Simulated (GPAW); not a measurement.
# A Zr chain with one atom pushed aside at constant bond length: a series of junctions

Aim: how the conductance and the thermopower change along a series of junctions, a Zr chain with one atom pushed aside at constant bond length.

Method: GPAW LCAO, PAW setups; Landauer transmission from Green's functions with principal layers (ASE), zero bias, in GPAW 26.7.0.

## (1) The structure

The cell holds 13 atoms: 13 Zr. Cell: a = 9.000 Å, b = 9.000 Å, c = 33.765 Å, α = 90.0°, β = 90.0°, γ = 90.0°. Regions: left lead, 6 atoms (6 Zr); channel, 1 atom (1 Zr); right lead, 6 atoms (6 Zr). Vacuum lies along a and b. The structure is stacked along c, and the current runs across the ab planes.

## (2) Member of the series, offset 0.3 Å

The structure changes from member to member while basis and functional stay, so that the trend is less open to errors of the level than any single value.

Input file run.py:

```python
import json
import numpy as np
from ase import Atoms
from ase.transport.calculators import TransportCalculator
from gpaw import GPAW, FermiDirac
from gpaw.lcao.tools import get_lcao_hamiltonian
from scipy.linalg import eigh

# The junction with lead layers at both ends, along the third cell vector
device = Atoms(
    ['Zr', 'Zr', 'Zr', 'Zr', 'Zr', 'Zr', 'Zr', 'Zr', 'Zr', 'Zr', 'Zr', 'Zr', 'Zr'],
    positions=[
        [4.50000, 4.50000, 1.30000],
        [4.50000, 4.50000, 3.90000],
        [4.50000, 4.50000, 6.50000],
        [4.50000, 4.50000, 9.10000],
        [4.50000, 4.50000, 11.70000],
        [4.50000, 4.50000, 14.30000],
        [4.80000, 4.50000, 16.88263],
        [4.50000, 4.50000, 19.46527],
        [4.50000, 4.50000, 22.06527],
        [4.50000, 4.50000, 24.66527],
        [4.50000, 4.50000, 27.26527],
        [4.50000, 4.50000, 29.86527],
        [4.50000, 4.50000, 32.46527]],
    cell=[[9.0, 0.0, 0.0], [0.0, 9.0, 0.0], [0.0, 0.0, 33.76527]],
    pbc=True)

# One principal layer of the lead: the first 4 atoms of the device
lead = Atoms(
    ['Zr', 'Zr', 'Zr', 'Zr'],
    positions=[
        [4.50000, 4.50000, 1.30000],
        [4.50000, 4.50000, 3.90000],
        [4.50000, 4.50000, 6.50000],
        [4.50000, 4.50000, 9.10000]],
    cell=[[9.0, 0.0, 0.0], [0.0, 9.0, 0.0], [0.0, 0.0, 10.4]],
    pbc=True)

settings = dict(mode='lcao', basis='dzp', xc='PBE', h=0.2,
                occupations=FermiDirac(0.1), maxiter=250,
                mixer=dict(beta=0.1, nmaxold=8, weight=100.0),
                convergence=dict(density=0.0001))
energies = np.arange(-3, 3 + 1e-9, 0.075)
eta = 0.0001
n1, n2 = 1, 1
# k and -k transmit alike, so half of the mesh across the current serves
mesh = [(i, j) for i in range(n1) for j in range(n2) if (i, j) <= (-i % n1, -j % n2)]
weights = np.array([1 if (i, j) == (-i % n1, -j % n2) else 2 for i, j in mesh]) / (n1 * n2)

# [... helper functions left out ...]
fermi_lead = ground_state(lead, (1, 1, 11), 'lead.txt')
fermi_device = ground_state(device, (1, 1, 3), 'device.txt')
# [... loop over the mesh left out, but for ...]
        # Shift the lead onto the potential of the device's first layer
        shift = ((H[:, 0, 0] - H0[:, 0, 0]) / S0[0, 0]).real.mean()
# [...]
kT = 8.617333e-5 * 300
bias = [0.1, 0.2, 0.5, 1.0, 1.5, 2.0]
# [... integrals and printing left out ...]
```

Launch:

```
> OMP_NUM_THREADS=1 OPENBLAS_NUM_THREADS=1 python run.py
```

What it wrote:

```text
basis functions: device 377, principal layer 116
Fermi level: lead -1.7892 eV, device -1.7883 eV; lead shifted by -0.0007 eV
largest coupling past the next layer 1.05e-05 eV, largest misfit of the first layer 0.002 eV
  E-E_F (eV)   T (one spin)  [channel counts left out]
    -3.000    2.6998e-08
    -2.925    2.6881e-08
    -2.850    2.6788e-08
    -2.775    2.6755e-08
    -2.700    2.6904e-08
    -2.625    2.9368e-08
    -2.550    7.5524e-01
    -2.475    9.7875e-01
    -2.400    9.8846e-01
    -2.325    9.9171e-01
    -2.250    9.9334e-01
    -2.175    9.9432e-01
    -2.100    9.9499e-01
    -2.025    9.9547e-01
    -1.950    9.9582e-01
    -1.875    9.9606e-01
[...]
2.475    9.9834e-01
     2.550    9.9832e-01
     2.625    9.9824e-01
     2.700    9.9813e-01
     2.775    9.9799e-01
     2.850    9.9782e-01
     2.925    9.9762e-01
     3.000    9.9737e-01
conductance at 300 K: 4.3452 G0 a cell; thermopower -15.97 uV/K
current from the zero-bias T(E) at 0.1 V: 34.194 uA
current from the zero-bias T(E) at 0.2 V: 70.424 uA
current from the zero-bias T(E) at 0.5 V: 184.83 uA
current from the zero-bias T(E) at 1.0 V: 377.81 uA
current from the zero-bias T(E) at 1.5 V: 570.94 uA
current from the zero-bias T(E) at 2.0 V: 761.41 uA
```

Run time: 8.7 min. Hardware: 1 thread of Arm Neoverse V1, shared host; peak memory 1.3 GiB.

This step gave:

```yaml
conductance: 4.345 G₀
largest_coupling_past_the_next_principal_layer: 1.05e-5 eV
largest_misfit_of_the_first_principal_layer: 0.002236 eV
shift_that_aligns_the_lead: -7.00e-4 eV
basis_functions_of_the_junction: 377
basis_functions_of_a_principal_layer: 116
transmission_at_the_fermi_level_one_spin: 3.983
```

One spin. Table of transmission, zone mean by energy, zero at the Fermi level:

energy (eV), transmission, zone mean and a bar:
```
  -3.0000       0.00 
  -2.7750       0.00 
  -2.4750       0.98 #####
  -2.2500       0.99 #####
  -2.0250       1.00 #####
  -1.7250       1.00 #####
  -1.5000       2.69 #############
  -1.2750       2.90 ###############
  -0.9750       3.89 ####################
  -0.7500       3.98 ####################
  -0.5250       3.99 ####################
  -0.2250       3.99 ####################
   0.0000       3.98 ####################
   0.2250       5.95 ##############################
   0.5250       5.98 ##############################
   0.6000       5.98 ##############################
   0.7500       5.98 ##############################
   0.9750       5.93 ##############################
   1.2750       3.97 ####################
   1.5000       3.97 ####################
   1.7250       3.96 ####################
   2.0250       1.99 ##########
   2.2500       1.97 ##########
   2.4750       1.00 #####
   2.7750       1.00 #####
   3.0000       1.00 #####
```

Not self-consistent under bias; the bias window is split evenly. Current through one cell, from the zero-bias transmission against bias:

| bias (V) | current through one cell, from the zero-bias transmission (mA) |
| --- | --- |
| 0.100 | 0.0342 |
| 0.200 | 0.0704 |
| 0.500 | 0.185 |
| 1.000 | 0.378 |
| 1.500 | 0.571 |
| 2.000 | 0.761 |

The transmission of the three most open eigenchannels by energy, zero at the Fermi level:

| energy (eV) | channel 1 | channel 2 | channel 3 |
| --- | --- | --- | --- |
| -2.7750 | 2.7e-8 | 7.8e-12 | 6.2e-12 |
| -2.4750 | 0.979 | 2.6e-8 | 7.9e-12 |
| -2.2500 | 0.993 | 2.5e-8 | 7.8e-12 |
| -2.0250 | 0.995 | 2.4e-8 | 7.6e-12 |
| -1.7250 | 0.996 | 2.2e-8 | 0 |
| -1.5000 | 0.996 | 0.967 | 0.725 |
| -1.2750 | 0.998 | 0.991 | 0.913 |
| -0.9750 | 0.998 | 0.996 | 0.989 |
| -0.7500 | 0.998 | 0.997 | 0.997 |
| -0.5250 | 0.999 | 0.998 | 0.997 |
| -0.2250 | 0.999 | 0.998 | 0.998 |
| 0.0000 | 0.999 | 0.999 | 0.993 |
| 0.2250 | 0.999 | 0.999 | 0.998 |
| 0.5250 | 0.999 | 0.999 | 0.998 |
| 0.7500 | 0.999 | 0.999 | 0.997 |
| 0.9750 | 0.999 | 0.998 | 0.997 |
| 1.2750 | 0.999 | 0.996 | 0.989 |
| 1.5000 | 0.999 | 0.995 | 0.993 |
| 1.7250 | 0.999 | 0.992 | 0.989 |
| 2.0250 | 0.998 | 0.990 | 1.2e-8 |
| 2.2500 | 0.997 | 0.974 | 1.1e-8 |
| 2.4750 | 0.998 | 1.2e-8 | 5.2e-9 |
| 2.7750 | 0.998 | 8.3e-9 | 1.0e-11 |
| 3.0000 | 0.997 | 6.8e-9 | 1.0e-11 |

Couplings past the next layer reach 1.1e-5 eV, small enough to drop; the matrix elements of the cell's first layer differ from the bulk lead's by up to 0.0022 eV. That layer keeps its own values in the calculation, and only beyond it is the lead taken as perfect. The Fermi levels of lead and junction count from different zeros of potential, one for each periodic cell; with both set to zero, the small remaining shift is what aligns them. By hand: G = 4.345 × 77.48 μS = 337 μS, a resistance of 2.97 kΩ; at 0.1 V a linear junction would pass 33.7 μA, and the integral over the bias window gives 34.2 μA.

## (3) Junction: offset = 0.6

The cell differs from the one that the last finished run ended in (c 33.765 → 33.660 Å).

Edit run.py of step 2 so:

```diff
@@ -18,10 +18,10 @@
         [4.50000, 4.50000, 14.30000],
-        [4.80000, 4.50000, 16.88263],
-        [4.50000, 4.50000, 19.46527],
-        [4.50000, 4.50000, 22.06527],
-        [4.50000, 4.50000, 24.66527],
-        [4.50000, 4.50000, 27.26527],
-        [4.50000, 4.50000, 29.86527],
-        [4.50000, 4.50000, 32.46527]],
-    cell=[[9.0, 0.0, 0.0], [0.0, 9.0, 0.0], [0.0, 0.0, 33.76527]],
+        [5.10000, 4.50000, 16.82982],
+        [4.50000, 4.50000, 19.35964],
+        [4.50000, 4.50000, 21.95964],
+        [4.50000, 4.50000, 24.55964],
+        [4.50000, 4.50000, 27.15964],
+        [4.50000, 4.50000, 29.75964],
+        [4.50000, 4.50000, 32.35964]],
+    cell=[[9.0, 0.0, 0.0], [0.0, 9.0, 0.0], [0.0, 0.0, 33.65964]],
     pbc=True)
```

What it wrote:

```text
basis functions: device 377, principal layer 116
Fermi level: lead -1.7892 eV, device -1.7808 eV; lead shifted by -0.0011 eV
largest coupling past the next layer 1.05e-05 eV, largest misfit of the first layer 0.004 eV
  E-E_F (eV)   T (one spin)  [channel counts left out]
    -3.000    1.9345e-08
    -2.925    1.9264e-08
    -2.850    1.9203e-08
    -2.775    1.9191e-08
    -2.700    1.9310e-08
    -2.625    2.0473e-08
    -2.550    1.4431e-01
    -2.475    7.2361e-01
    -2.400    8.4463e-01
    -2.325    8.9483e-01
    -2.250    9.2209e-01
    -2.175    9.3925e-01
    -2.100    9.5111e-01
    -2.025    9.5987e-01
    -1.950    9.6667e-01
    -1.875    9.7213e-01
[...]
2.475    9.6247e-01
     2.550    9.6149e-01
     2.625    9.5767e-01
     2.700    9.5216e-01
     2.775    9.4518e-01
     2.850    9.3671e-01
     2.925    9.2665e-01
     3.000    9.1486e-01
conductance at 300 K: 4.1432 G0 a cell; thermopower -9.714 uV/K
current from the zero-bias T(E) at 0.1 V: 32.429 uA
current from the zero-bias T(E) at 0.2 V: 66.269 uA
current from the zero-bias T(E) at 0.5 V: 174.85 uA
current from the zero-bias T(E) at 1.0 V: 363.53 uA
current from the zero-bias T(E) at 1.5 V: 553.99 uA
current from the zero-bias T(E) at 2.0 V: 738.02 uA
```

Run time: 2.9 min. Hardware: 1 thread; peak memory 1.3 GiB.

This step gave:

* conductance: 4.143 G₀
* largest misfit of the first principal layer: 0.004207 eV
* shift that aligns the lead: -0.001079 eV
* transmission at the Fermi level (one spin): 3.931

One spin. The transmission, zone mean by energy, zero at the Fermi level:

energy (eV), transmission, zone mean and a bar:
```
    -3.00       0.00 
    -2.85       0.00 
    -2.70       0.00 
    -2.55       0.14 #
    -2.33       0.89 #####
    -2.17       0.94 #####
    -2.02       0.96 #####
    -1.88       0.97 #####
    -1.73       0.98 #####
    -1.57       0.99 #####
    -1.35       1.88 ##########
    -1.20       2.07 ###########
    -1.05       2.91 ###############
    -0.90       3.84 ####################
    -0.75       3.93 ####################
    -0.60       3.96 ####################
    -0.38       3.97 ####################
    -0.23       3.97 ####################
    -0.07       3.95 ####################
     0.00       3.93 ####################
     0.07       4.86 #########################
     0.23       5.60 ############################
     0.38       5.80 ##############################
     0.60       5.89 ##############################
     0.75       5.87 ##############################
     0.90       5.74 #############################
     1.05       5.27 ###########################
     1.20       3.92 ####################
     1.35       3.89 ####################
     1.57       3.78 ###################
     1.73       3.63 ##################
     1.88       1.85 #########
     2.02       1.85 #########
     2.17       1.75 #########
     2.33       1.48 ########
     2.55       0.96 #####
     2.70       0.95 #####
     2.85       0.94 #####
     3.00       0.91 #####
```

Not self-consistent under bias; the bias window is split evenly. Current through one cell, from the zero-bias transmission against bias:

| bias (V) | current through one cell, from the zero-bias transmission (mA) |
| --- | --- |
| 0.100 | 0.0324 |
| 0.200 | 0.0663 |
| 0.500 | 0.175 |
| 1.000 | 0.364 |
| 1.500 | 0.554 |
| 2.000 | 0.738 |

The transmission of the three most open eigenchannels by energy, zero at the Fermi level:

| energy (eV) | channel 1 | channel 2 | channel 3 |
| --- | --- | --- | --- |
| -3.00 | 1.9e-8 | 5.4e-12 | 2.6e-12 |
| -2.85 | 1.9e-8 | 5.5e-12 | 2.6e-12 |
| -2.70 | 1.9e-8 | 2.9e-11 | 5.4e-12 |
| -2.55 | 0.144 | 2.2e-8 | 5.0e-12 |
| -2.33 | 0.895 | 1.8e-8 | 5.4e-12 |
| -2.17 | 0.939 | 1.8e-8 | 5.4e-12 |
| -2.02 | 0.960 | 1.7e-8 | 5.4e-12 |
| -1.88 | 0.972 | 1.6e-8 | 5.3e-12 |
| -1.73 | 0.980 | 1.6e-8 | 4.7e-12 |
| -1.57 | 0.988 | 1.7e-7 | 1.4e-8 |
| -1.35 | 0.998 | 0.847 | 0.0352 |
| -1.20 | 0.999 | 0.911 | 0.163 |
| -1.05 | 0.998 | 0.972 | 0.942 |
| -0.90 | 0.998 | 0.995 | 0.960 |
| -0.75 | 0.998 | 0.994 | 0.971 |
| -0.60 | 0.999 | 0.993 | 0.988 |
| -0.38 | 0.999 | 0.996 | 0.990 |
| -0.23 | 0.998 | 0.998 | 0.986 |
| -0.07 | 0.998 | 0.997 | 0.982 |
| 0.00 | 0.999 | 0.996 | 0.977 |
| 0.07 | 0.999 | 0.995 | 0.994 |
| 0.23 | 0.999 | 0.998 | 0.997 |
| 0.38 | 0.998 | 0.998 | 0.996 |
| 0.60 | 0.998 | 0.998 | 0.986 |
| 0.75 | 0.998 | 0.997 | 0.995 |
| 0.90 | 0.998 | 0.997 | 0.997 |
| 1.05 | 0.998 | 0.996 | 0.992 |
| 1.20 | 0.998 | 0.978 | 0.972 |
| 1.35 | 0.999 | 0.965 | 0.963 |
| 1.57 | 0.999 | 0.949 | 0.915 |
| 1.73 | 0.998 | 0.945 | 0.859 |
| 1.88 | 0.957 | 0.894 | 7.1e-8 |
| 2.02 | 0.972 | 0.880 | 7.2e-9 |
| 2.17 | 0.968 | 0.785 | 6.5e-9 |
| 2.33 | 0.951 | 0.524 | 5.7e-9 |
| 2.55 | 0.961 | 5.3e-9 | 2.0e-10 |
| 2.70 | 0.952 | 4.2e-9 | 1.3e-11 |
| 2.85 | 0.937 | 3.4e-9 | 4.9e-12 |
| 3.00 | 0.915 | 2.7e-9 | 5.0e-12 |

The conductance, 4.14 G₀, lies 4.6 % below that of the member before.

## (4) Junction: offset = 0.9

The cell differs from the one that the last finished run ended in (c 33.660 → 33.479 Å).

Edit run.py of step 3 so:

```diff
@@ -18,10 +18,10 @@
         [4.50000, 4.50000, 14.30000],
-        [5.10000, 4.50000, 16.82982],
-        [4.50000, 4.50000, 19.35964],
-        [4.50000, 4.50000, 21.95964],
-        [4.50000, 4.50000, 24.55964],
-        [4.50000, 4.50000, 27.15964],
-        [4.50000, 4.50000, 29.75964],
-        [4.50000, 4.50000, 32.35964]],
-    cell=[[9.0, 0.0, 0.0], [0.0, 9.0, 0.0], [0.0, 0.0, 33.65964]],
+        [5.40000, 4.50000, 16.73926],
+        [4.50000, 4.50000, 19.17852],
+        [4.50000, 4.50000, 21.77852],
+        [4.50000, 4.50000, 24.37852],
+        [4.50000, 4.50000, 26.97852],
+        [4.50000, 4.50000, 29.57852],
+        [4.50000, 4.50000, 32.17852]],
+    cell=[[9.0, 0.0, 0.0], [0.0, 9.0, 0.0], [0.0, 0.0, 33.47852]],
     pbc=True)
```

What it wrote:

```text
basis functions: device 377, principal layer 116
Fermi level: lead -1.7892 eV, device -1.7678 eV; lead shifted by -0.0003 eV
largest coupling past the next layer 1.05e-05 eV, largest misfit of the first layer 0.009 eV
  E-E_F (eV)   T (one spin)  [channel counts left out]
    -3.000    1.5173e-08
    -2.925    1.5117e-08
    -2.850    1.5080e-08
[...]
2.925    3.1610e-01
     3.000    2.9209e-01
conductance at 300 K: 3.9135 G0 a cell; thermopower -5.404 uV/K
current from the zero-bias T(E) at 0.1 V: 30.521 uA
current from the zero-bias T(E) at 0.2 V: 61.939 uA
current from the zero-bias T(E) at 0.5 V: 161.74 uA
current from the zero-bias T(E) at 1.0 V: 337.47 uA
current from the zero-bias T(E) at 1.5 V: 516.97 uA
current from the zero-bias T(E) at 2.0 V: 687.08 uA
```

Run time: 3 min. Hardware: 1 thread; peak memory 1.3 GiB.

The conductance, 3.91 G₀, lies 5.5 % below that of the member before.

## (5) Member of the series: offset = 1.2

The cell differs from the one that the last finished run ended in (c 33.479 → 33.213 Å).

Edit run.py of step 4 so:

```diff
@@ -18,10 +18,10 @@
         [4.50000, 4.50000, 14.30000],
-        [5.40000, 4.50000, 16.73926],
-        [4.50000, 4.50000, 19.17852],
-        [4.50000, 4.50000, 21.77852],
-        [4.50000, 4.50000, 24.37852],
-        [4.50000, 4.50000, 26.97852],
-        [4.50000, 4.50000, 29.57852],
-        [4.50000, 4.50000, 32.17852]],
-    cell=[[9.0, 0.0, 0.0], [0.0, 9.0, 0.0], [0.0, 0.0, 33.47852]],
+        [5.70000, 4.50000, 16.60651],
+        [4.50000, 4.50000, 18.91303],
+        [4.50000, 4.50000, 21.51303],
+        [4.50000, 4.50000, 24.11303],
+        [4.50000, 4.50000, 26.71303],
+        [4.50000, 4.50000, 29.31303],
+        [4.50000, 4.50000, 31.91303]],
+    cell=[[9.0, 0.0, 0.0], [0.0, 9.0, 0.0], [0.0, 0.0, 33.21303]],
     pbc=True)
```

What it wrote:

```text
basis functions: device 377, principal layer 116
Fermi level: lead -1.7892 eV, device -1.7502 eV; lead shifted by -0.0014 eV
largest coupling past the next layer 1.05e-05 eV, largest misfit of the first layer 0.030 eV
  E-E_F (eV)   T (one spin)  [channel counts left out]
    -3.000    1.0273e-08
    -2.925    1.0230e-08
    -2.850    1.0199e-08
[...]
2.925    8.3678e-02
     3.000    5.7587e-02
conductance at 300 K: 3.4389 G0 a cell; thermopower -4.602 uV/K
current from the zero-bias T(E) at 0.1 V: 26.869 uA
current from the zero-bias T(E) at 0.2 V: 54.716 uA
current from the zero-bias T(E) at 0.5 V: 143.49 uA
current from the zero-bias T(E) at 1.0 V: 298.07 uA
current from the zero-bias T(E) at 1.5 V: 454.07 uA
current from the zero-bias T(E) at 2.0 V: 600.85 uA
```

Run time: 2.9 min. Hardware: 1 thread; peak memory 1.3 GiB.

The conductance, 3.44 G₀, lies 12 % below that of the member before.

## (6) Comparing the runs

Times are for 1 thread of Arm Neoverse V1, shared host. The series side by side:

| no. | offset (Å) | conductance (G₀) | time | memory (GiB) |
| --- | --- | --- | --- | --- |
| 1 | 0.3 | 4.345 | 8.7 min | 1.3 |
| 2 | 0.6 | 4.143 | 2.9 min | 1.3 |
| 3 | 0.9 | 3.913 | 3 min | 1.3 |
| 4 | 1.2 | 3.439 | 2.9 min | 1.3 |

The runs together. Table of transmission, zone mean by energy, zero at the Fermi level:

| energy (eV) | 0.3 | 0.6 | 0.9 | 1.2 |
| --- | --- | --- | --- | --- |
| -3.0000 | 2.7e-8 | 1.9e-8 | 1.5e-8 | 1.0e-8 |
| -2.7750 | 2.7e-8 | 1.9e-8 | 1.5e-8 | 1.0e-8 |
| -2.4750 | 0.979 | 0.724 | 0.261 | 0.0859 |
| -2.2500 | 0.993 | 0.922 | 0.668 | 0.399 |
| -2.0250 | 0.995 | 0.960 | 0.841 | 0.674 |
| -1.7250 | 0.996 | 0.980 | 0.952 | 0.908 |
| -1.5000 | 2.69 | 1.60 | 1.25 | 1.23 |
| -1.2750 | 2.90 | 1.96 | 1.87 | 1.70 |
| -0.9750 | 3.89 | 3.65 | 3.40 | 2.89 |
| -0.7500 | 3.98 | 3.93 | 3.76 | 3.16 |
| -0.5250 | 3.99 | 3.96 | 3.86 | 3.43 |
| -0.2250 | 3.99 | 3.97 | 3.87 | 3.54 |
| 0.0000 | 3.98 | 3.93 | 3.79 | 3.29 |
| 0.2250 | 5.95 | 5.60 | 4.92 | 4.27 |
| 0.5250 | 5.98 | 5.88 | 5.42 | 4.68 |
| 0.6000 | 5.98 | 5.89 | 5.47 | 4.75 |
| 0.6750 | 5.98 | 5.89 | 5.48 | 4.79 |
| 0.7500 | 5.98 | 5.87 | 5.45 | 4.78 |
| 0.9750 | 5.93 | 5.59 | 5.03 | 4.50 |
| 1.2750 | 3.97 | 3.91 | 3.93 | 3.67 |
| 1.5000 | 3.97 | 3.82 | 3.72 | 3.21 |
| 1.7250 | 3.96 | 3.63 | 2.82 | 2.71 |
| 2.0250 | 1.99 | 1.85 | 1.30 | 0.660 |
| 2.2500 | 1.97 | 1.66 | 1.03 | 0.754 |
| 2.4750 | 0.998 | 0.962 | 0.590 | 0.381 |
| 2.7750 | 0.998 | 0.945 | 0.388 | 0.159 |
| 3.0000 | 0.997 | 0.915 | 0.292 | 0.0576 |

The runs together. Table of current through one cell, from the zero-bias transmission by bias:

| bias (V) | 0.3 (mA) | 0.6 (mA) | 0.9 (mA) | 1.2 (mA) |
| --- | --- | --- | --- | --- |
| 0.100 | 0.0342 | 0.0324 | 0.0305 | 0.0269 |
| 0.200 | 0.0704 | 0.0663 | 0.0619 | 0.0547 |
| 0.500 | 0.185 | 0.175 | 0.162 | 0.143 |
| 1.000 | 0.378 | 0.364 | 0.337 | 0.298 |
| 1.500 | 0.571 | 0.554 | 0.517 | 0.454 |
| 2.000 | 0.761 | 0.738 | 0.687 | 0.601 |

(Part 1 of 2 ends here.)

[Logs are printed without paths, hosts, clocks, repeated set-up lines and the standing remarks that a program may print on its own settings, such as how far it seeks lower states.]

[Hosts, paths, dates, database ids (printed as entryN), source tags and the programs' standing remarks are cut or masked in the printed files.]
